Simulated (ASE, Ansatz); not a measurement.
# Convergence of a linear-scaling basis for twisted silicene bilayer, 9.43° (148 atoms), part 2 of 2

Wanted: errors and times of a linear-scaling basis for twisted silicene bilayer, 9.43° (148 atoms). A setting counts as converged where the r.m.s. difference of forces stays under 1 % of the r.m.s. force.

Ansatz 0.2.0; Kohn-Sham DFT, PBE+D3(BJ), PAW (set soft_2), plane waves.

The cell: 148 Si. Beside vacuum, support functions can miss their usual error bounds without a warning. The Brillouin zone is sampled at Γ only, in a cell whose shortest periodic width is 20 Å.

So far: The structure; Plane-wave single point; Local order.

## 3. Local order (continued)

Local excerpt of 18 atoms (numbers count through the whole input) about Si59, which bears the longest force; x, y, z are measured from there.

| atom | x | y | z | distance (Å) | bonds | Löwdin charge (e) | Fx | Fy | Fz (eV/Å) |
| --- | --- | --- | --- | --- | --- | --- | --- | --- | --- |
| Si59 | 0.00 | 0.00 | 0.00 | 0.00 | 3 | 0.05 | 0.30 | 0.56 | 0.60 |
| Si50 | -2.19 | -0.15 | -0.44 | 2.24 | 3 | 0.05 | -0.43 | -0.07 | -0.17 |
| Si60 | 1.26 | -1.81 | -0.44 | 2.25 | 3 | 0.05 | 0.36 | -0.09 | -0.20 |
| Si62 | 0.94 | 2.04 | -0.44 | 2.29 | 3 | 0.05 | 0.11 | -0.08 | -0.07 |
| Si80 | 0.15 | 0.59 | 3.24 | 3.30 | 3 | 0.05 | -0.05 | 0.08 | -0.50 |
| Si57 | 0.32 | -3.81 | 0.01 | 3.82 | 3 | 0.05 | -0.15 | 0.01 | 0.54 |
| Si47 | -3.15 | -2.17 | -0.02 | 3.83 | 3 | 0.05 | -0.09 | 0.21 | 0.35 |
| Si49 | -3.48 | 1.68 | -0.01 | 3.86 | 3 | 0.06 | 0.07 | 0.10 | 0.37 |
| Si67 | 3.51 | -1.63 | -0.01 | 3.87 | 3 | 0.05 | -0.41 | 0.41 | 0.61 |
| Si69 | 3.19 | 2.21 | -0.01 | 3.88 | 3 | 0.05 | -0.20 | 0.01 | 0.59 |
| Si61 | -0.32 | 3.88 | -0.01 | 3.89 | 3 | 0.05 | 0.20 | 0.04 | 0.42 |
| Si77 | -1.12 | -1.23 | 3.70 | 4.05 | 3 | 0.05 | 0.15 | -0.22 | 0.16 |
| Si87 | 2.37 | 0.41 | 3.70 | 4.41 | 3 | 0.05 | -0.05 | 0.26 | 0.16 |
| Si48 | -1.90 | -4.01 | -0.44 | 4.46 | 3 | 0.05 | 0.10 | 0.31 | -0.20 |
| Si70 | 4.45 | 0.40 | -0.47 | 4.49 | 3 | 0.05 | 0.16 | -0.16 | -0.11 |
| Si52 | -2.54 | 3.70 | -0.45 | 4.51 | 3 | 0.04 | -0.02 | 0.06 | -0.15 |
| Si78 | -0.15 | -3.24 | 3.24 | 4.58 | 3 | 0.05 | 0.01 | -0.07 | -0.46 |
| Si79 | -0.81 | 2.62 | 3.70 | 4.60 | 3 | 0.05 | 0.22 | -0.11 | 0.13 |

The column of bonds counts only the pairs Si-Si within 2.68 Å; other neighbours, such as metal atoms beside each other in a compound, aren't counted, and periodic images can show an atom twice.

## 4. Support functions medium

The cell is solved in localised support functions.

This step: Kohn-Sham DFT, PBE+D3(BJ), PAW (set soft_2), localised support functions (medium) (Ansatz 0.2.0).

File input.yaml:

```yaml
crystal:
  lattice:
    - [23.4795, 0.0, 0.0]
    - [-11.73975, 20.33384, 0.0]
    - [0.0, 0.0, 18.14]
  atoms:
    [... the 148 atom lines of step 2 ...]
kpoints:
  mp_grid: { grid: [1, 1, 1] }
hamiltonian:
  xc: pbe
  dispersion: d3bj
scf:
  occupations: { method: fermi_dirac, width: 0.025 }
  eigensolver: { kind: { support_functions: { accuracy: medium } } }
  mixing: { beta: 0.4 }
  max_iter: 150
output:
  forces: true
  eigenvalues: true
```

Launch:

```
$ ansatz run input.yaml --threads 8 --pin off --max-ram 15872MiB --backend cpu --events-out ev --progress --plain --runs-dir out
```

Numbers of over 12 decimals in the logs are rounded to 6 here.

The program printed:

```text
Warning: scf.eigensolver.kind.support_functions: disabling space-group detection — the functions' gradient is summed over unrotated k-points, so no spatial operation reduces the k-mesh or symmetrises the density; time reversal is kept, so that k and −k are solved as one point where they differ and the mesh holds both, and exact exchange and, on two spinor components, a DFT+U term hold to it where the run has them: [...]
settings of this run that can trade accuracy for cost: scf.eigensolver.kind.support_functions [...]
[...]
Crystal: 148 atoms, lattice volume = 8660.551 Å³
Basis set: ecut = 420 eV, 169381 PW (Γ), exchange–correlation on 320×320×250 points (8 copies of the dense FFT grid, shifted against one another)
Bands: 356, of which v1, the nominal top of the filled ones, is band 296 counted from 1 (295 counted from 0)
Symmetry: 1 space group operations
k-points: 1
[...]
SCF iter   1: F=—  HF=-94017.302296 eV  |F-HF|=—  |Δ(HF+E_count)|=         —  Δρ=2.04e-2  dr2=3.80e1  ethr=1.00e-1
[...]
SCF iter  14: F=—  HF=-94046.030721 eV  |F-HF|=—  |Δ(HF+E_count)|=   2.98e-3  Δρ=8.76e-6  dr2=1.53e-5  ethr=8.85e-9  κ⁻¹=1.7e-5(r=7)
SCF iter  15: F=-94046.033353 eV  HF=-94046.032806 eV  |F-HF|=5.47e-4  |Δ(HF+E_count)|=   2.08e-3  Δρ=3.08e-6  dr2=1.96e-6  ethr=2.58e-9
SCF 1 converged in 15 iterations: F = -94046.042342 eV  dr2 = 1.96e-6
[...]
SCF converged after 15 iterations
Stability not checked: this state was not tested for a lower state beside it, because the mixer in use, unlike msr1, does not test its closes by its own steps (another_mixer; see scf.mixing.algorithm and scf.lower_state_search)
Free energy (F): -94046.042342 eV
[...]
Internal energy: -94045.899284 eV  (E = F + TS)
E sigma→0 (E₀):  -94045.970813 eV
Entropy (-TS):   -0.143058 eV (-0.967 meV/atom)
Fermi energy:    -0.865043 eV
[...]
Σ components = -94046.042342   (vs F -94046.042342, Δ=0.00e0)
--- Forces (eV/Å), atoms counted from 1 ---
  atom   1  Si     0.01492365     0.03424854     0.39401513
  atom   2  Si     0.22455505     0.05621027    -0.15336330
  atom   3  Si     0.10102207    -0.40840620     0.25186546
  atom   4  Si     0.14980218     0.28414729    -0.01347347
[...]
atom 148  Si    -0.13136402     0.07448806    -0.20475471
  max |Σ_I F_I| component: 3.17e-4 eV/Å
--- Band table (eV) ---
[...]
```

Elapsed: 2.1 min, on 8 threads of Arm Neoverse V2, shared host; peak memory 6.9 GiB; 16 min of CPU time.

The program notes that the band table was not solved further than the SCF left it and it switched symmetry off. Further notices: vacuum switching off with vacuum.

Keys that differ from the reference: support_functions.accuracy = "medium", scf.max_iter = 150 and scf.mixing.beta = 0.4.

Forces differ from the reference by 0.14 meV/Å r.m.s., 0.062 % of their size, well within a tolerance of 1 %; the energy by -0.26 meV/atom.

## 5. What each setting buys

Each row is set against the plane-wave reference (Kohn-Sham DFT, PBE+D3(BJ), PAW (set soft_2), plane waves; r.m.s. force component 0.233 eV/Å). Energies are set beside the reference only for runs with its functional, potentials and electron count. Times are for 8 threads of Arm Neoverse V2, shared host. The reference's time includes the DOS and grids, which some other runs skip.

```csv
run,"Δ force, r.m.s. (meV/Å)",share of r.m.s. force (%),Δ energy (meV/atom),cycles,time,host memory (GiB)
reference,-,-,-,11,96 s,9.8
support functions medium,0.144,0.0616,-0.257,15,2.1 min,6.9
```

## 6. Results

```
free energy per atom                          : -635.4460 eV/atom
r.m.s. force component                        : 0.2333 eV/Å
potential in mid-vacuum, over the Fermi level : 4.694 eV
wall time of the 2 DFT runs                   : 3.7 min
```

**Reading.** Against plane waves at 420 eV, the forces differ by 0.14 meV/Å (0.062 %) with support functions medium. At 148 atoms the run with support functions medium takes roughly 1.3 times the time of plane waves (whose run also made extra analyses, so the like-for-like ratio is larger), in 15 SCF cycles against 11. Differences between support functions and plane waves include what basis error the plane-wave run still has.

No gap is quoted, since levels at the Fermi energy are partly filled. The potential stands 4.70 eV above the Fermi level over the upper face and 4.69 eV under the lower one, a reading of the work function, with no dipole correction. With the cutoffs above, all Si atoms have 3 bonded neighbours.

**Limits.** The geometry was built by rule, was displaced at random and isn't relaxed at this level: its force components are 0.23 eV/Å r.m.s.

[Logs are printed without paths, hosts, clocks, repeated set-up lines and the standing remarks that a program may print on its own settings, such as how far it seeks lower states.]

[Hosts, paths, dates, database ids (printed as entryN), source tags and the programs' standing remarks are cut or masked in the printed files.]
